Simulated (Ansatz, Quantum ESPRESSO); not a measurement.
# Thickness dependence of 1T-SnO2, part 2 of 7

Aim: screening, gap and ionisation potential of 1T-SnO2 against the number of layers.

Quantum ESPRESSO 7.5; plane-wave DFT, LDA, GBRV ultrasoft pseudopotentials; geometry by Ansatz 0.2.0 with PAW datasets.

So far: The structure; Geometry from Ansatz, 1 layer.

## (3) Ground state, 1 layer: no field

The zero-field run is the reference. tefield and dipfield are on already, so that all runs share k-points and boundary.

Level of this step: plane-wave DFT, LDA, GBRV ultrasoft pseudopotentials (Quantum ESPRESSO 7.5).

Contents of n1.f0.in:

```
&control
  prefix = 'n1.f0'
  outdir = './out'
  pseudo_dir = './pseudo'
  calculation = 'scf'
  tprnfor = .true.
  tefield = .true.
  dipfield = .true.
/
&system
  ibrav = 0
  nat = 3
  ntyp = 2
  ecutwfc = 40
  ecutrho = 200
  occupations = 'smearing'
  smearing = 'fd'
  degauss = 0.004
  edir = 3
  emaxpos = 0.97
  eopreg = 0.04
  eamp = 0.0
  nbnd = 17
/
&electrons
  conv_thr = 1e-09
  mixing_beta = 0.4
  electron_maxstep = 120
  mixing_mode = 'plain'
/
ATOMIC_SPECIES
  O   15.9990  o_lda_v1.2.uspp.F.UPF
  Sn  118.7100  sn_lda_v1.4.uspp.F.UPF
CELL_PARAMETERS angstrom
  3.22734294890711 0.00000000000000 -0.00000000000000
  -1.61367147445355 2.79496098047814 -0.00000000000000
  -0.00000000000000 -0.00000000000000 18.78885438200000
ATOMIC_POSITIONS crystal
  O   0.666666666667 0.333333333333 0.446160499621
  Sn  0.000000000000 0.000000000000 0.500000011533
  O   0.333333333333 0.666666666667 0.553839488846
K_POINTS automatic
  12 12 1 0 0 0
```

Command:

```
> OMP_NUM_THREADS=1 mpirun -n 4 pw.x -nk 4 -in n1.f0.in > n1.f0.out
```

The log of the run:

```text
Program PWSCF v.7.5 starts
[citation notice left out]

     Parallel version (MPI & OpenMP), running on       4 processor cores
     Number of MPI processes:                 4
     Threads/MPI process:                     1

     MPI processes distributed on     1 nodes
[...]
Current dimensions of program PWSCF are:
     Max number of different atomic species (ntypx) = 10
     Max number of k-points (npk) =  40000
     Max angular momentum in pseudopotentials (lmaxx) =  4
     Presently no symmetry can be used with electric field

     K-points division:     npool     =       4
     Subspace diagonalization in iterative solution of the eigenvalue problem:
     a serial algorithm will be used

     G-vector sticks info
     --------------------
     sticks:   dense  smooth     PW     G-vecs:    dense   smooth      PW
     Sum         511     421    139                54681    39203    7661

     Using Slab Decomposition

     bravais-lattice index     =            0
     lattice parameter (alat)  =       6.0988  a.u.
     unit-cell volume          =    1143.7149 (a.u.)^3
     number of atoms/cell      =            3
     number of atomic types    =            2
     number of electrons       =        26.00
     number of Kohn-Sham states=           17
     kinetic-energy cutoff     =      40.0000  Ry
     charge density cutoff     =     200.0000  Ry
     scf convergence threshold =      1.0E-09
     mixing beta               =       0.4000
     number of iterations used =            8  plain     mixing
     Exchange-correlation=  SLA  PZ   NOGX NOGC
                           (   1   1   0   0   0   0   0)

     celldm(1)=   6.098794  celldm(2)=   0.000000  celldm(3)=   0.000000
     celldm(4)=   0.000000  celldm(5)=   0.000000  celldm(6)=   0.000000

     crystal axes: (cart. coord. in units of alat)
               a(1) = (   1.000000   0.000000  -0.000000 )
               a(2) = (  -0.500000   0.866025  -0.000000 )
               a(3) = (  -0.000000  -0.000000   5.821772 )

     reciprocal axes: (cart. coord. in units 2 pi/alat)
               b(1) = (  1.000000  0.577350  0.000000 )
               b(2) = (  0.000000  1.154701  0.000000 )
               b(3) = (  0.000000  0.000000  0.171769 )

     PseudoPot. # 1 for O  read from file:
     ./pseudo/o_lda_v1.2.uspp.F.UPF
     Pseudo is Ultrasoft + core correction, Zval =  6.0
     Generated by new atomic code, or converted to UPF format
     Using radial grid of  737 points,  5 beta functions with:
                l(1) =   0
                l(2) =   0
                l(3) =   1
                l(4) =   1
                l(5) =   2
     Q(r) pseudized with  8 coefficients,  rinner =    0.900   0.900   0.900
                                                       0.900   0.900

     PseudoPot. # 2 for Sn read from file:
     ./pseudo/sn_lda_v1.4.uspp.F.UPF
     Pseudo is Ultrasoft + core correction, Zval = 14.0
     Generated by new atomic code, or converted to UPF format
     Using radial grid of  891 points,  6 beta functions with:
                l(1) =   0
                l(2) =   0
                l(3) =   1
                l(4) =   1
                l(5) =   2
                l(6) =   2
     Q(r) pseudized with  8 coefficients,  rinner =    1.350   1.350   1.350
                                                       1.350   1.350

     atomic species   valence    mass     pseudopotential
     O                 6.00    15.99900     O ( 1.00)
     Sn               14.00   118.71000     Sn( 1.00)

     No symmetry found

   Cartesian axes

     site n.     atom                  positions (alat units)
         1        O      tau(   1) = (   0.5000000   0.2886751   2.5974446  )
         2        Sn     tau(   2) = (   0.0000000   0.0000000   2.9108860  )
         3        O      tau(   3) = (  -0.0000000   0.5773503   3.2243272  )

     number of k points=    74  Fermi-Dirac smearing, width (Ry)=  0.0040
                       cart. coord. in units 2pi/alat
        k(    1) = (   0.0000000   0.0000000   0.0000000), wk =   0.0138889
        k(    2) = (   0.0000000   0.0962250   0.0000000), wk =   0.0277778
        k(    3) = (   0.0000000   0.1924501   0.0000000), wk =   0.0277778
        k(    4) = (   0.0000000   0.2886751   0.0000000), wk =   0.0277778
        k(    5) = (   0.0000000   0.3849002   0.0000000), wk =   0.0277778
        k(    6) = (   0.0000000   0.4811252   0.0000000), wk =   0.0277778
        k(    7) = (   0.0000000  -0.5773503   0.0000000), wk =   0.0138889
        k(    8) = (   0.0833333   0.0481125   0.0000000), wk =   0.0277778
        k(    9) = (   0.0833333   0.1443376   0.0000000), wk =   0.0277778
        k(   10) = (   0.0833333   0.2405626   0.0000000), wk =   0.0277778
[...]
k(   74) = (  -0.5000000  -0.8660254   0.0000000), wk =   0.0138889

     Dense  grid:    54681 G-vectors     FFT dimensions: (  27,  27, 160)

     Smooth grid:    39203 G-vectors     FFT dimensions: (  25,  25, 144)

     Estimated max dynamical RAM per process >     103.25 MB

     Estimated total dynamical RAM >     372.96 MB

     Initial potential from superposition of free atoms

     starting charge      25.0000, renormalised to      26.0000

     negative rho (up, down):  2.750E-04 0.000E+00

     Adding external electric field

     Computed dipole along edir(3) :
        Dipole                0.0000 Ry au,          0.0000 Debye
        Dipole field          0.0000 Ry au,

        Potential amp.       -0.0000 Ry
        Total length         34.0856 bohr

     Starting wfcs are   17 randomized atomic wfcs

     total cpu time spent up to now is        1.0 secs

     per-process dynamical memory:    57.1 Mb

     Self-consistent Calculation

     iteration #  1     ecut=    40.00 Ry     beta= 0.40
     Davidson diagonalization with overlap
     ethr =  1.00E-02,  avg # of iterations =  6.4

     negative rho (up, down):  1.105E-04 0.000E+00

     Adding external electric field

     Computed dipole along edir(3) :
        Dipole                0.0002 Ry au,          0.0005 Debye
        Dipole field          0.0000 Ry au,

        Potential amp.       -0.0002 Ry
        Total length         34.0856 bohr

     total cpu time spent up to now is        3.1 secs

     total energy              =    -223.31959748 Ry
     estimated scf accuracy    <       0.80183473 Ry

     iteration #  2     ecut=    40.00 Ry     beta= 0.40
[...]
negative rho (up, down):  1.264E-04 0.000E+00

[...]
Dipole                0.0001 Ry au,          0.0003 Debye
[...]
total energy              =    -223.49028278 Ry
     estimated scf accuracy    <       0.08380572 Ry

     iteration #  3     ecut=    40.00 Ry     beta= 0.40
[...]
negative rho (up, down):  1.860E-04 0.000E+00

[...]
Dipole                0.0001 Ry au,          0.0002 Debye
[...]
total energy              =    -223.49545668 Ry
     estimated scf accuracy    <       0.01235036 Ry

     iteration #  4     ecut=    40.00 Ry     beta= 0.40
[...]
negative rho (up, down):  2.598E-04 0.000E+00

[...]
Dipole               -0.0001 Ry au,         -0.0002 Debye
[...]
total energy              =    -223.49647258 Ry
     estimated scf accuracy    <       0.00151785 Ry

     iteration #  5     ecut=    40.00 Ry     beta= 0.40
[...]
c_bands:  2 eigenvalues not converged
     c_bands:  1 eigenvalues not converged
[...]
negative rho (up, down):  2.589E-04 0.000E+00

[...]
Dipole                0.0003 Ry au,          0.0008 Debye
[...]
total energy              =    -223.49667484 Ry
     estimated scf accuracy    <       0.00015868 Ry

     iteration #  6     ecut=    40.00 Ry     beta= 0.40
[...]
negative rho (up, down):  2.425E-04 0.000E+00

[...]
Dipole               -0.0002 Ry au,         -0.0005 Debye
[...]
total energy              =    -223.49674495 Ry
     estimated scf accuracy    <       0.00010216 Ry

     iteration #  7     ecut=    40.00 Ry     beta= 0.40
[...]
negative rho (up, down):  2.382E-04 0.000E+00

[...]
Dipole                0.0001 Ry au,          0.0003 Debye
[...]
total energy              =    -223.49674787 Ry
     estimated scf accuracy    <       0.00001742 Ry

     iteration #  8     ecut=    40.00 Ry     beta= 0.40
[...]
negative rho (up, down):  2.383E-04 0.000E+00

[...]
Dipole                0.0000 Ry au,          0.0001 Debye
[...]
total energy              =    -223.49674629 Ry
     estimated scf accuracy    <       0.00000533 Ry

     iteration #  9     ecut=    40.00 Ry     beta= 0.40
[...]
negative rho (up, down):  2.385E-04 0.000E+00

[...]
Dipole                0.0000 Ry au,          0.0000 Debye
[...]
total energy              =    -223.49674785 Ry
     estimated scf accuracy    <       0.00000011 Ry

     iteration # 10     ecut=    40.00 Ry     beta= 0.40
[...]
negative rho (up, down):  2.389E-04 0.000E+00

[...]
Dipole                0.0000 Ry au,          0.0000 Debye
[...]
total energy              =    -223.49674797 Ry
     estimated scf accuracy    <       0.00000003 Ry

     iteration # 11     ecut=    40.00 Ry     beta= 0.40
[...]
negative rho (up, down):  2.392E-04 0.000E+00

[...]
Dipole                0.0000 Ry au,          0.0000 Debye
[...]
total energy              =    -223.49674797 Ry
     estimated scf accuracy    <       0.00000001 Ry

     iteration # 12     ecut=    40.00 Ry     beta= 0.40
[...]
negative rho (up, down):  2.394E-04 0.000E+00

[...]
Dipole                0.0000 Ry au,          0.0000 Debye
[...]
total energy              =    -223.49674797 Ry
     estimated scf accuracy    <       0.00000001 Ry

     iteration # 13     ecut=    40.00 Ry     beta= 0.40
[...]
negative rho (up, down):  2.396E-04 0.000E+00

[...]
Dipole                0.0000 Ry au,          0.0000 Debye
[...]
End of self-consistent calculation

          k = 0.0000 0.0000 0.0000 (  4895 PWs)   bands (ev):

   -24.7531 -24.5631 -24.5631 -24.3568 -24.3568 -22.5461 -20.7358  -8.5336
    -6.1864  -6.1864  -5.7319  -5.7319  -5.5799  -2.5076   0.5826   3.2174
     3.4042

          k = 0.0000 0.0962 0.0000 (  4869 PWs)   bands (ev):

   -24.7273 -24.6127 -24.5476 -24.3730 -24.3575 -22.4960 -20.6304  -8.6835
    -6.5555  -6.3819  -5.9701  -5.6388  -5.3634  -2.1568   0.8336   3.3298
     3.5397

          k = 0.0000 0.1925 0.0000 (  4859 PWs)   bands (ev):

   -24.7875 -24.6245 -24.5088 -24.4012 -24.3557 -22.3401 -20.3617  -9.1568
    -7.2678  -6.7694  -6.1819  -5.5228  -5.2303  -1.3747   1.4170   3.6082
     3.9472

          k = 0.0000 0.2887 0.0000 (  4873 PWs)   bands (ev):

   -24.9780 -24.5385 -24.4709 -24.4182 -24.3369 -22.0792 -20.0343  -9.8748
    -7.9775  -7.1954  -6.2780  -5.4502  -5.1584  -0.5669   1.9182   3.8379
     4.5719

          k = 0.0000 0.3849 0.0000 (  4890 PWs)   bands (ev):

   -25.1553 -24.5025 -24.4566 -24.3876 -24.2933 -21.7514 -19.7553 -10.5997
    -8.5943  -7.5708  -6.2559  -5.4116  -5.1260  -0.0285   2.0935   4.3320
     5.3446

          k = 0.0000 0.4811 0.0000 (  4888 PWs)   bands (ev):

   -25.2759 -24.5088 -24.4564 -24.3376 -24.2504 -21.4536 -19.5940 -11.1156
    -9.0272  -7.8260  -6.1917  -5.3937  -5.1243   0.1606   2.2037   4.9538
     6.1482

[...]
the Fermi energy is    -3.5364 ev

!    total energy              =    -223.49674797 Ry
     estimated scf accuracy    <          6.0E-11 Ry
     smearing contrib. (-TS)   =      -0.00000000 Ry
     internal energy E=F+TS    =    -223.49674797 Ry

     The total energy is F=E-TS. E is the sum of the following terms:
     one-electron contribution =   -1175.45033798 Ry
     hartree contribution      =     594.84085899 Ry
     xc contribution           =     -56.86956148 Ry
     ewald contribution        =     413.98229249 Ry
     electric field correction =       0.00000000 Ry

     convergence has been achieved in  13 iterations

     negative rho (up, down):  2.396E-04 0.000E+00

     Forces acting on atoms (cartesian axes, Ry/au):

     atom    1 type  1   force =     0.00000015    0.00000024    0.02310789
     atom    2 type  2   force =    -0.00000024   -0.00000044    0.00000027
     atom    3 type  1   force =     0.00000009    0.00000020   -0.02310816

     Total force =     0.032680     Total SCF correction =     0.000010

[...]
=------------------------------------------------------------------------------=
   JOB DONE.
=------------------------------------------------------------------------------=
```

Elapsed: 26 s, on 4 MPI ranks of Arm Neoverse V2, shared host; peak memory 0.53 GiB.

This step gave:

| Quantity | Value |
| --- | --- |
| free energy | -3040.8282 eV |
| Fermi energy | -3.536 eV |
| dipole along the normal | 0 e·Å |
| valence top, on the run's zero | -5.001 eV |
| conduction bottom, on the run's zero | -2.508 eV |
| gap by band count | 2.493 eV |

The run needed 13 iterations to bring the estimated error under 1e-09 Ry; the largest force on any atom, held or free, is 0.59 eV/Å.

## (4) Electrostatic potential, 1 layer

plot_num = 11 writes the bare and Hartree potential. It leaves out exchange and correlation, which fade slowly, so it flattens close to the surface.

Contents of n1.f0.pot.in:

```
&inputpp
  prefix = 'n1.f0'
  outdir = './out'
  filplot = 'n1.f0.pot.dat'
  plot_num = 11
/
```

Command:

```
> OMP_NUM_THREADS=1 mpirun -n 4 pp.x -in n1.f0.pot.in > n1.f0.pot.out
```

The log of the run:

```text
[banner, memory and clock lines left out]
Program POST-PROC v.7.5 starts

          URL

     ./out/n1.f0.save/

     IMPORTANT: XC functional enforced from input :
     Exchange-correlation= PZ
                           (   1   1   0   0   0   0   0)
     Any further DFT definition will be discarded
     Please, verify this is what you really want

     negative rho (up, down):  2.396E-04 0.000E+00

     Adding external electric field

     Computed dipole along edir(3) :
        Dipole                0.0000 Ry au,          0.0000 Debye
        Dipole field          0.0000 Ry au,

        Potential amp.       -0.0000 Ry
        Total length         34.0856 bohr

     Calling punch_plot, plot_num =  11

     Adding external electric field

     Computed dipole along edir(3) :
        Dipole                0.0000 Ry au,          0.0000 Debye
        Dipole field          0.0000 Ry au,

        Potential amp.       -0.0000 Ry
        Total length         34.0856 bohr

     Writing data to file  n1.f0.pot.dat
     Message from routine chdens:
     namelist plot not found or invalid, exiting
```

It took 0.82 s on 4 MPI ranks; peak memory 0.09 GiB.

This step gave:

| Quantity | Value |
| --- | --- |
| slope of the potential above | 1.98e-6 eV/Å |
| upper vacuum line continued to the top atoms, over the valence top | 8.669 eV |
| slope of the potential below | -2.90e-6 eV/Å |
| lower vacuum line continued to the bottom atoms, over the valence top | 8.669 eV |
| vacuum level at the upper face over the valence top of the mesh | 8.669 eV |
| vacuum level at the lower face over the valence top of the mesh | 8.669 eV |

Electrostatic potential energy of an electron, with the sawtooth; zero at the highest filled level of the SCF mesh. Table of potential energy, planar mean by z:

```tsv
z (Å)	potential energy, planar mean (eV)
0	8.67
1	8.67
2	8.67
3	8.67
4	8.67
5	8.67
6	8.66
7	8.49
8	1.83
9	-11.8
10	-9.45
11	5.51
12	8.59
13	8.67
14	8.67
15	8.67
16	8.67
17	8.67
18	8.67
```

## (5) SCF with pw.x, 1 layer: field 0.1 V/Å

eamp is the field in Hartree atomic units (1 a.u. = 51.42 V/Å). With dipfield on, it is the field in the vacuum beside an isolated sheet. The run starts from the density of the one before.

n1.f1.in is the input of step 3 with these lines changed:

```diff
@@ -1,3 +1,3 @@
 &control
-  prefix = 'n1.f0'
+  prefix = 'n1.f1'
   outdir = './out'
@@ -21,3 +21,3 @@
   eopreg = 0.04
-  eamp = 0.0
+  eamp = 0.00194469
   nbnd = 17
@@ -29,2 +29,3 @@
   mixing_mode = 'plain'
+  startingpot = 'file'
 /
```

Command:

```
> cp -r out/n1.f0.save out/n1.f1.save
> OMP_NUM_THREADS=1 mpirun -n 4 pw.x -nk 4 -in n1.f1.in > n1.f1.out
```

The log of the run:

```text
[banner, memory and clock lines left out]
Program PWSCF v.7.5 starts
[...]
number of electrons       =        26.00
     number of Kohn-Sham states=           17
     kinetic-energy cutoff     =      40.0000  Ry
     charge density cutoff     =     200.0000  Ry
[...]
number of k points=    74  Fermi-Dirac smearing, width (Ry)=  0.0040
[...]
Dense  grid:    54681 G-vectors     FFT dimensions: (  27,  27, 160)
[...]
The initial density is read from file :
[...]
negative rho (up, down):  2.396E-04 0.000E+00
[...]
Starting wfcs are   17 randomized atomic wfcs
[...]
negative rho (up, down):  2.395E-04 0.000E+00
[...]
estimated scf accuracy    <       0.00096879 Ry
[...]
negative rho (up, down):  2.395E-04 0.000E+00
[...]
estimated scf accuracy    <       0.00194406 Ry
[...]
negative rho (up, down):  2.395E-04 0.000E+00
[...]
estimated scf accuracy    <       0.00000449 Ry
[...]
negative rho (up, down):  2.395E-04 0.000E+00
[...]
estimated scf accuracy    <       0.00000536 Ry
[...]
negative rho (up, down):  2.396E-04 0.000E+00
[...]
estimated scf accuracy    <       0.00000010 Ry
[...]
negative rho (up, down):  2.396E-04 0.000E+00
[...]
estimated scf accuracy    <       0.00000007 Ry
[...]
negative rho (up, down):  2.396E-04 0.000E+00
[...]
estimated scf accuracy    <          4.5E-09 Ry
[...]
negative rho (up, down):  2.396E-04 0.000E+00
[...]
Computed dipole along edir(3) :
        Dipole                0.0282 Ry au,          0.0717 Debye
        Dipole field          0.0003 Ry au,
        E field amplitude [Ha a.u.]:  1.9447E-03
        Potential amp.        0.1115 Ry
        Total length         34.0856 bohr
[...]
the Fermi energy is    -3.5259 ev
!    total energy              =    -223.49680278 Ry
     estimated scf accuracy    <          3.6E-11 Ry
     smearing contrib. (-TS)   =      -0.00000000 Ry
     internal energy E=F+TS    =    -223.49680278 Ry
[...]
one-electron contribution =   -1175.44982151 Ry
     hartree contribution      =     594.84037887 Ry
     xc contribution           =     -56.86955172 Ry
     ewald contribution        =     413.98229249 Ry
     electric field correction =      -0.00010091 Ry
     convergence has been achieved in   8 iterations
     negative rho (up, down):  2.396E-04 0.000E+00
[...]
Total force =     0.032857     Total SCF correction =     0.000051
[...]
```

It took 20 s on 4 MPI ranks; peak memory 0.44 GiB.

This step gave:

- free energy: -3040.8289 eV
- Fermi energy: -3.526 eV
- dipole along the normal: 0.01493 e·Å
- valence top, on the run's zero: -4.985 eV
- conduction bottom, on the run's zero: -2.492 eV

## (6) Electrostatic potential, 1 layer

Contents of n1.f1.pot.in:

```
&inputpp
  prefix = 'n1.f1'
  outdir = './out'
  filplot = 'n1.f1.pot.dat'
  plot_num = 11
/
```

Command:

```
> OMP_NUM_THREADS=1 mpirun -n 4 pp.x -in n1.f1.pot.in > n1.f1.pot.out
```

Wall time 0.82 s (4 MPI ranks); peak memory 0.1 GiB; 2.9 s of CPU time.

Read from the output:

| Item | Value |
| --- | --- |
| slope of the potential above | 0.1000 eV/Å |
| upper vacuum line continued to the top atoms, over the valence top | 8.621 eV |
| slope of the potential below | 0.10000 eV/Å |
| lower vacuum line continued to the bottom atoms, over the valence top | 8.718 eV |

The slope in the vacuum is 0.100 eV/Å for an applied 0.10 V/Å, as it should be.

[end of part 2 of 7]

[Logs are printed without paths, hosts, clocks, repeated set-up lines and the standing remarks that a program may print on its own settings, such as how far it seeks lower states.]

[Hosts, paths, dates, database ids (printed as entryN), source tags and the programs' standing remarks are cut or masked in the printed files.]

[Maps of the electrostatic potential energy from Ansatz leave out the sawtooth potential of an applied field or a dipole correction, so their vacuum need not be flat; planar profiles and work functions include it.]
